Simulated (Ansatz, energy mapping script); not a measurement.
# NiO: J from the energies of magnetic orders

Wanted: the magnetic order of NiO, its couplings and an estimate of its ordering temperature, by LDA+U (8.4 eV).

Calculated with Ansatz 0.2.0; LDA with U = 8.4 eV on Ni d, ortho-atomic projectors; plane waves, U on orthogonalised atomic orbitals unless named otherwise, collinear spin, no spin–orbit coupling.

This is a report of a sequence of runs, with most program output left out.

## Step 1: The starting structure

It takes space group Fm-3m (No. 225, cubic). The conventional cell has a = 4.172 Å, b = 4.172 Å, c = 4.172 Å, α = 90.00°, β = 90.00°, γ = 90.00°. Nearest to Ni lie 6 O at 2.09 Å. Nearest to O lie 6 Ni at 2.09 Å. Farther neighbours and most contacts between anions are not listed.

A Hubbard U penalises fractional filling of the shell. It raises the cost of virtual hops to the neighbours, so couplings that rest on such hops usually weaken.

## Step 2: Seed run in the crystal's own cell

A corrected shell can settle in several orbital fillings. One parallel run, with an occupation width a fifth wider than the orders use, therefore is to supply the occupation matrices. All orders start from them.

input.yaml

```yaml
crystal:
  lattice:
    - [0.0, 2.085901641, 2.085901641]
    - [2.085901641, 0.0, 2.085901641]
    - [2.085901641, 2.085901641, 0.0]
  atoms:
    - { symbol: Ni, position: [0.0, 0.0, 0.0], spin: 2.0 }
    - { symbol: O, position: [0.5, 0.5, 0.5] }
magnetization:
  spin_polarized: true
kpoints:
  mp_grid: { grid: [9, 9, 9] }
hamiltonian:
  xc: lda
  hubbard:
    sites: [{ species: Ni, l: d, u_eff: 8.4 }]
    projectors: ortho-atomic
scf:
  occupations: { method: fermi_dirac, width: 0.06 }
output:
  eigenvalues: true
```

Run with:

```bash
$ ansatz run input.yaml --threads 4 --pin off --max-ram 8192MiB --backend cpu --events-out ev --progress --plain --runs-dir out
```

Wall time 1.3 s (4 threads of Arm Neoverse V2, shared host); peak memory 0.36 GiB; 4.2 s of CPU time.

This step gave:

```
final state                       : ferromagnetic
electrons in the corrected shells : 8.260 e
largest moment                    : 1.73 μB
```

## Step 3: Parallel start in cell A (4 atoms)

The parallel order is the zero of energy for this cell and mesh.

input.yaml

```yaml
crystal:
  lattice:
    - [0.0, -2.085901641, -2.085901641]
    - [0.0, 2.085901641, -2.085901641]
    - [4.171803282, 0.0, 0.0]
  atoms:
    - { symbol: Ni, position: [0.5, 0.5, 0.5], spin: 2.0 }
    - { symbol: Ni, position: [0.0, 0.0, 0.0], spin: 2.0 }
    - { symbol: O, position: [0.5, 0.5, 0.0] }
    - { symbol: O, position: [0.0, 0.0, 0.5] }
magnetization:
  spin_polarized: true
kpoints:
  mp_grid: { grid: [8, 8, 6] }
hamiltonian:
  xc: lda
  hubbard:
    sites:
      - { species: Ni, l: d, u_eff: 8.4 }
      - { site: 0, l: d, u_eff: 8.4, starting_ns: [{ spin: up, occupation_matrix: ni1_major }, { spin: down, occupation_matrix: ni1_minor }] }
      - { site: 1, l: d, u_eff: 8.4, starting_ns: [{ spin: up, occupation_matrix: ni1_major }, { spin: down, occupation_matrix: ni1_minor }] }
    projectors: ortho-atomic
    occupation_matrices:
      ni1_major:
        matrix:
          - [0.998, 0.0, 0.0, 0.0, 0.0]
          - [0.0, 0.999, 0.0, 0.0, 0.0]
          - [0.0, 0.0, 0.999, 0.0, 0.0]
          - [0.0, 0.0, 0.0, 0.998, 0.0]
          - [0.0, 0.0, 0.0, 0.0, 0.999]
      ni1_minor:
        matrix:
          - [0.138, 0.0, 0.0, 0.0, 0.0]
          - [0.0, 0.997, 0.0, 0.0, 0.0]
          - [0.0, 0.0, 0.997, 0.0, 0.0]
          - [0.0, 0.0, 0.0, 0.138, 0.0]
          - [0.0, 0.0, 0.0, 0.0, 0.997]
scf:
  occupations: { method: fermi_dirac, width: 0.05 }
output:
  eigenvalues: true
```

The job ended after 2.3 s (4 threads; peak memory 0.39 GiB; 8.4 s of CPU time).

Spin moment in the sphere by atom:

| atom | spin moment in the sphere (μB) |
| --- | --- |
| Ni1 | 1.73 |
| Ni2 | 1.73 |
| O3 | 0.19 |
| O4 | 0.19 |

The run ends ferromagnetic.

## Step 4: Compensated +− start in cell A (4 atoms)

This order reverses 8 of the 12 neighbours at 2.95 Å, 0 of the 6 neighbours at 4.17 Å and 16 of the 24 neighbours at 5.11 Å, counted for an average magnetic atom.

input.yaml, as its differences from that of step 3:

```diff
@@ -7,3 +7,3 @@
     - { symbol: Ni, position: [0.5, 0.5, 0.5], spin: 2.0 }
-    - { symbol: Ni, position: [0.0, 0.0, 0.0], spin: 2.0 }
+    - { symbol: Ni, position: [0.0, 0.0, 0.0], spin: -2.0 }
     - { symbol: O, position: [0.5, 0.5, 0.0] }
@@ -20,3 +20,3 @@
       - { site: 0, l: d, u_eff: 8.4, starting_ns: [{ spin: up, occupation_matrix: ni1_major }, { spin: down, occupation_matrix: ni1_minor }] }
-      - { site: 1, l: d, u_eff: 8.4, starting_ns: [{ spin: up, occupation_matrix: ni1_major }, { spin: down, occupation_matrix: ni1_minor }] }
+      - { site: 1, l: d, u_eff: 8.4, starting_ns: [{ spin: up, occupation_matrix: ni1_minor }, { spin: down, occupation_matrix: ni1_major }] }
     projectors: ortho-atomic
```

The job ended after 1.1 s (4 threads; peak memory 0.39 GiB).

Spin moment in the sphere by atom:

| atom | spin moment in the sphere (μB) |
| --- | --- |
| Ni1 | 1.74 |
| Ni2 | -1.74 |
| O3 | -0.07 |
| O4 | 0.07 |

The run ends antiferromagnetic, 10.68 meV a magnetic atom above the parallel order of its cell.

## Step 5: Order 3: parallel, cell B of 4 atoms

A new cell needs its own zero of energy.

This run holds the same structure in another cell (c 4.172 → 5.109 Å, α 90.0 → 73.2°, β 90.0 → 73.2°, γ 90.0 → 60.0°).

input.yaml

```yaml
crystal:
  lattice:
    - [0.0, -2.085901641, -2.085901641]
    - [-2.085901641, 0.0, -2.085901641]
    - [2.085901641, 2.085901641, -4.171803282]
  atoms:
    - { symbol: Ni, position: [0.5, 0.5, 0.5], spin: 2.0 }
    - { symbol: Ni, position: [0.0, 0.0, 0.0], spin: 2.0 }
    - { symbol: O, position: [0.75, 0.75, 0.75] }
    - { symbol: O, position: [0.25, 0.25, 0.25] }
magnetization:
  spin_polarized: true
kpoints:
  mp_grid: { grid: [9, 9, 9] }
hamiltonian:
  xc: lda
  hubbard:
    sites:
      - { species: Ni, l: d, u_eff: 8.4 }
      - { site: 0, l: d, u_eff: 8.4, starting_ns: [{ spin: up, occupation_matrix: ni1_major }, { spin: down, occupation_matrix: ni1_minor }] }
      - { site: 1, l: d, u_eff: 8.4, starting_ns: [{ spin: up, occupation_matrix: ni1_major }, { spin: down, occupation_matrix: ni1_minor }] }
    projectors: ortho-atomic
    occupation_matrices:
      ni1_major:
        matrix:
          - [0.998, 0.0, 0.0, 0.0, 0.0]
          - [0.0, 0.999, 0.0, 0.0, 0.0]
          - [0.0, 0.0, 0.999, 0.0, 0.0]
          - [0.0, 0.0, 0.0, 0.998, 0.0]
          - [0.0, 0.0, 0.0, 0.0, 0.999]
      ni1_minor:
        matrix:
          - [0.138, 0.0, 0.0, 0.0, 0.0]
          - [0.0, 0.997, 0.0, 0.0, 0.0]
          - [0.0, 0.0, 0.997, 0.0, 0.0]
          - [0.0, 0.0, 0.0, 0.138, 0.0]
          - [0.0, 0.0, 0.0, 0.0, 0.997]
scf:
  occupations: { method: fermi_dirac, width: 0.05 }
output:
  eigenvalues: true
```

Wall time 3.6 s (4 threads); peak memory 0.44 GiB.

The run ends ferromagnetic. For each magnetic atom its energy differs from the parallel run of the first cell by 0.06 meV, an error that one common reference would have brought in.

## Step 6: Order 4: compensated +−, cell B of 4 atoms

This order reverses 6 of the 12 neighbours at 2.95 Å, 6 of the 6 neighbours at 4.17 Å and 12 of the 24 neighbours at 5.11 Å, counted for an average magnetic atom.

input.yaml, as its differences from that of step 5:

```diff
@@ -7,3 +7,3 @@
     - { symbol: Ni, position: [0.5, 0.5, 0.5], spin: 2.0 }
-    - { symbol: Ni, position: [0.0, 0.0, 0.0], spin: 2.0 }
+    - { symbol: Ni, position: [0.0, 0.0, 0.0], spin: -2.0 }
     - { symbol: O, position: [0.75, 0.75, 0.75] }
@@ -20,3 +20,3 @@
       - { site: 0, l: d, u_eff: 8.4, starting_ns: [{ spin: up, occupation_matrix: ni1_major }, { spin: down, occupation_matrix: ni1_minor }] }
-      - { site: 1, l: d, u_eff: 8.4, starting_ns: [{ spin: up, occupation_matrix: ni1_major }, { spin: down, occupation_matrix: ni1_minor }] }
+      - { site: 1, l: d, u_eff: 8.4, starting_ns: [{ spin: up, occupation_matrix: ni1_minor }, { spin: down, occupation_matrix: ni1_major }] }
     projectors: ortho-atomic
```

Run time: 1.9 s. Hardware: 4 threads; peak memory 0.43 GiB.

The run ends antiferromagnetic, 90.78 meV a magnetic atom below the parallel order of its cell.

## Step 7: Run 5 (parallel; cell C, 6 atoms)

input.yaml

```yaml
crystal:
  lattice:
    - [0.0, 2.085901641, 2.085901641]
    - [-2.085901641, 0.0, -2.085901641]
    - [-4.171803282, -4.171803282, 4.171803282]
  atoms:
    - { symbol: Ni, position: [0.0, 0.0, 0.0], spin: 2.0 }
    - { symbol: Ni, position: [0.333333333, 0.666666667, 0.666666667], spin: 2.0 }
    - { symbol: Ni, position: [0.666666667, 0.333333333, 0.333333333], spin: 2.0 }
    - { symbol: O, position: [0.666666667, 0.333333333, 0.833333333] }
    - { symbol: O, position: [0.0, 0.0, 0.5] }
    - { symbol: O, position: [0.333333333, 0.666666667, 0.166666667] }
magnetization:
  spin_polarized: true
kpoints:
  mp_grid: { grid: [9, 9, 3] }
hamiltonian:
  xc: lda
  hubbard:
    sites:
      - { species: Ni, l: d, u_eff: 8.4 }
      - { site: 0, l: d, u_eff: 8.4, starting_ns: [{ spin: up, occupation_matrix: ni1_major }, { spin: down, occupation_matrix: ni1_minor }] }
      - { site: 1, l: d, u_eff: 8.4, starting_ns: [{ spin: up, occupation_matrix: ni1_major }, { spin: down, occupation_matrix: ni1_minor }] }
      - { site: 2, l: d, u_eff: 8.4, starting_ns: [{ spin: up, occupation_matrix: ni1_major }, { spin: down, occupation_matrix: ni1_minor }] }
    projectors: ortho-atomic
    occupation_matrices:
      ni1_major:
        matrix:
          - [0.998, 0.0, 0.0, 0.0, 0.0]
          - [0.0, 0.999, 0.0, 0.0, 0.0]
          - [0.0, 0.0, 0.999, 0.0, 0.0]
          - [0.0, 0.0, 0.0, 0.998, 0.0]
          - [0.0, 0.0, 0.0, 0.0, 0.999]
      ni1_minor:
        matrix:
          - [0.138, 0.0, 0.0, 0.0, 0.0]
          - [0.0, 0.997, 0.0, 0.0, 0.0]
          - [0.0, 0.0, 0.997, 0.0, 0.0]
          - [0.0, 0.0, 0.0, 0.138, 0.0]
          - [0.0, 0.0, 0.0, 0.0, 0.997]
scf:
  occupations: { method: fermi_dirac, width: 0.05 }
output:
  eigenvalues: true
```

Run time: 3.1 s. Hardware: 4 threads; peak memory 0.44 GiB.

The run ends ferromagnetic. For each magnetic atom its energy differs from the parallel run of the first cell by 0.06 meV, an error that one common reference would have brought in.

## Step 8: Uncompensated ++− start in cell C (6 atoms)

This order reverses 4 of the 12 neighbours at 2.95 Å, 4 of the 6 neighbours at 4.17 Å and 12 of the 24 neighbours at 5.11 Å, counted for an average magnetic atom.

input.yaml, as its differences from that of step 7:

```diff
@@ -8,3 +8,3 @@
     - { symbol: Ni, position: [0.333333333, 0.666666667, 0.666666667], spin: 2.0 }
-    - { symbol: Ni, position: [0.666666667, 0.333333333, 0.333333333], spin: 2.0 }
+    - { symbol: Ni, position: [0.666666667, 0.333333333, 0.333333333], spin: -2.0 }
     - { symbol: O, position: [0.666666667, 0.333333333, 0.833333333] }
@@ -23,3 +23,3 @@
       - { site: 1, l: d, u_eff: 8.4, starting_ns: [{ spin: up, occupation_matrix: ni1_major }, { spin: down, occupation_matrix: ni1_minor }] }
-      - { site: 2, l: d, u_eff: 8.4, starting_ns: [{ spin: up, occupation_matrix: ni1_major }, { spin: down, occupation_matrix: ni1_minor }] }
+      - { site: 2, l: d, u_eff: 8.4, starting_ns: [{ spin: up, occupation_matrix: ni1_minor }, { spin: down, occupation_matrix: ni1_major }] }
     projectors: ortho-atomic
```

Run time: 2.8 s. Hardware: 4 threads; peak memory 0.44 GiB; 10 s of CPU time.

The run ends ferrimagnetic, 63.03 meV a magnetic atom below the parallel order of its cell.

## Step 9: Run 7 (parallel; cell D, 6 atoms)

The parallel order again, as the reference for this cell.

This run holds the same structure in another cell (c 7.226 → 6.596 Å, α 90.0 → 102.9°, β 90.0 → 102.9°, γ 120.0 → 90.0°).

input.yaml

```yaml
crystal:
  lattice:
    - [0.0, 2.085901641, 2.085901641]
    - [0.0, 2.085901641, -2.085901641]
    - [-6.257704923, -2.085901641, 0.0]
  atoms:
    - { symbol: Ni, position: [0.0, 0.0, 0.0], spin: 2.0 }
    - { symbol: Ni, position: [0.333333333, 0.333333333, 0.666666667], spin: 2.0 }
    - { symbol: Ni, position: [0.666666667, 0.666666667, 0.333333333], spin: 2.0 }
    - { symbol: O, position: [0.833333333, 0.833333333, 0.666666667] }
    - { symbol: O, position: [0.166666667, 0.166666667, 0.333333333] }
    - { symbol: O, position: [0.5, 0.5, 0.0] }
magnetization:
  spin_polarized: true
kpoints:
  mp_grid: { grid: [8, 8, 8] }
hamiltonian:
  xc: lda
  hubbard:
    sites:
      - { species: Ni, l: d, u_eff: 8.4 }
      - { site: 0, l: d, u_eff: 8.4, starting_ns: [{ spin: up, occupation_matrix: ni1_major }, { spin: down, occupation_matrix: ni1_minor }] }
      - { site: 1, l: d, u_eff: 8.4, starting_ns: [{ spin: up, occupation_matrix: ni1_major }, { spin: down, occupation_matrix: ni1_minor }] }
      - { site: 2, l: d, u_eff: 8.4, starting_ns: [{ spin: up, occupation_matrix: ni1_major }, { spin: down, occupation_matrix: ni1_minor }] }
    projectors: ortho-atomic
    occupation_matrices:
      ni1_major:
        matrix:
          - [0.998, 0.0, 0.0, 0.0, 0.0]
          - [0.0, 0.999, 0.0, 0.0, 0.0]
          - [0.0, 0.0, 0.999, 0.0, 0.0]
          - [0.0, 0.0, 0.0, 0.998, 0.0]
          - [0.0, 0.0, 0.0, 0.0, 0.999]
      ni1_minor:
        matrix:
          - [0.138, 0.0, 0.0, 0.0, 0.0]
          - [0.0, 0.997, 0.0, 0.0, 0.0]
          - [0.0, 0.0, 0.997, 0.0, 0.0]
          - [0.0, 0.0, 0.0, 0.138, 0.0]
          - [0.0, 0.0, 0.0, 0.0, 0.997]
scf:
  occupations: { method: fermi_dirac, width: 0.05 }
output:
  eigenvalues: true
```

Run time: 5.5 s. Hardware: 4 threads; peak memory 0.53 GiB.

The run ends ferromagnetic. For each magnetic atom its energy differs from the parallel run of the first cell by 0.02 meV, an error that one common reference would have brought in.

## Step 10: Uncompensated ++− start in cell D (6 atoms)

This order reverses 5.33 of the 12 neighbours at 2.95 Å, 1.33 of the 6 neighbours at 4.17 Å and 16 of the 24 neighbours at 5.11 Å, counted for an average magnetic atom.

input.yaml, as its differences from that of step 9:

```diff
@@ -8,3 +8,3 @@
     - { symbol: Ni, position: [0.333333333, 0.333333333, 0.666666667], spin: 2.0 }
-    - { symbol: Ni, position: [0.666666667, 0.666666667, 0.333333333], spin: 2.0 }
+    - { symbol: Ni, position: [0.666666667, 0.666666667, 0.333333333], spin: -2.0 }
     - { symbol: O, position: [0.833333333, 0.833333333, 0.666666667] }
@@ -23,3 +23,3 @@
       - { site: 1, l: d, u_eff: 8.4, starting_ns: [{ spin: up, occupation_matrix: ni1_major }, { spin: down, occupation_matrix: ni1_minor }] }
-      - { site: 2, l: d, u_eff: 8.4, starting_ns: [{ spin: up, occupation_matrix: ni1_major }, { spin: down, occupation_matrix: ni1_minor }] }
+      - { site: 2, l: d, u_eff: 8.4, starting_ns: [{ spin: up, occupation_matrix: ni1_minor }, { spin: down, occupation_matrix: ni1_major }] }
     projectors: ortho-atomic
```

Wall time 5.5 s (4 threads); peak memory 0.54 GiB.

The run ends ferrimagnetic, 17.54 meV a magnetic atom below the parallel order of its cell.

## Step 11: From energies to couplings

Each energy difference is a sum of couplings weighted by the pairs that the order reverses. A few near shells are fitted to the differences by least squares. Energies are those extrapolated to zero occupation width, not the free energies F.

The orders side by side; each is measured from the parallel order in the same cell and on the same mesh:

| order | atoms | energy (meV a magnetic atom) | moments (μB) | moments kept as typed | opposed neighbours at 2.95, 4.17, 5.11 Å |
| --- | --- | --- | --- | --- | --- |
| parallel in cell A | 4 | 0.00 | 1.73 | yes | 0, 0, 0 |
| compensated +− in cell A | 4 | 10.68 | 1.74 | yes | 8, 0, 16 |
| parallel in cell B | 4 | 0.00 | 1.73 | yes | 0, 0, 0 |
| compensated +− in cell B | 4 | -90.78 | 1.68 | yes | 6, 6, 12 |
| parallel in cell C | 6 | 0.00 | 1.73 | yes | 0, 0, 0 |
| uncompensated ++− in cell C | 6 | -63.03 | 1.68 to 1.70 | yes | 4, 4, 12 |
| parallel in cell D | 6 | 0.00 | 1.73 | yes | 0, 0, 0 |
| uncompensated ++− in cell D | 6 | -17.54 | 1.72 to 1.72 | yes | 5.33, 1.33, 16 |

Fitted to E = −Σ J e·e over ordered pairs of unit vectors (J > 0 favours parallel moments):

| pair | distance (Å) | neighbours | J (meV) |
| --- | --- | --- | --- |
| Ni–Ni | 2.95 | 12 | 1.22 |
| Ni–Ni | 4.17 | 6 | -8.25 |
| Ni–Ni | 5.11 | 24 | -0.273 |

These orders cannot tell some unfitted shells from fitted ones: the value at 2.95 Å holds J(2.95) − 2 J(5.90) + 4 J(7.80) and the value at 5.11 Å holds J(5.11) + J(5.90); other unfitted shells add to the values wholly or in part. No temperature is drawn.

Adding the shell at 6.60 Å gives 1.3, -8.2, -0.27 and -0.020 meV, an exact solve that tests nothing.

## Step 12: Beside the first set of runs

The first set of orders, under LDA+U (1.98 eV), took 99 s of CPU time summed over its finished orders (seed run apart), these 95 s.

| quantity | this set | first set |
| --- | --- | --- |
| J at 2.95 Å, meV | 1.22 | 5.44 |
| J at 4.17 Å, meV | -8.25 | -24.2 |
| J at 5.11 Å, meV | -0.273 | -1.45 |

The coupling that led in the first set goes from -24.2 to -8.25 meV.

## Step 13: Outcome

```
lowest order tried                                              : compensated +− in cell B
largest fitted value (a combination of shells), Ni–Ni at 4.17 Å : -8.25 meV
```

What this shows: Of the orders tried, NiO prefers the order “compensated +− in cell B” under LDA+U (8.4 eV), with 6 of 12 neighbours at 2.95 Å, 6 of 6 neighbours at 4.17 Å and 12 of 24 neighbours at 5.11 Å opposed. The coupling at 4.17 Å is 0.34 times that of the first set, at 0.96 times the CPU time. The largest fitted coupling is the Ni–Ni pair at 4.17 Å, antiferromagnetic at -8.2 meV, across a ligand at about 180°. The straight metal–ligand–metal path outweighs the right-angled one, the pattern expected of superexchange through one ligand p orbital, which these runs do not test. The orders also reverse pairs at 5.90 Å, which are not fitted, so the fitted values hold their part too. With 4 differences for 3 couplings the fit misses by 0.24 meV at most, a small part of the spread. In the fitted orders moments change by up to 3.1 % against the parallel run of the same cell, so their size stays put. With a near shell that the orders cannot separate, no temperature is given.

[Logs and program files are shortened in this print: banners, set-up blocks, solver, clock and traceback lines can be left out without a mark of their own.]

[Logs are printed without paths, hosts, clocks, repeated set-up lines and the standing remarks that a program may print on its own settings, such as how far it seeks lower states.]

[Hosts, paths, dates, database ids (printed as entryN), source tags and the programs' standing remarks are cut or masked in the printed files.]

[Where a cell is said to come from a database of computed structures, the database is the Materials Project.]
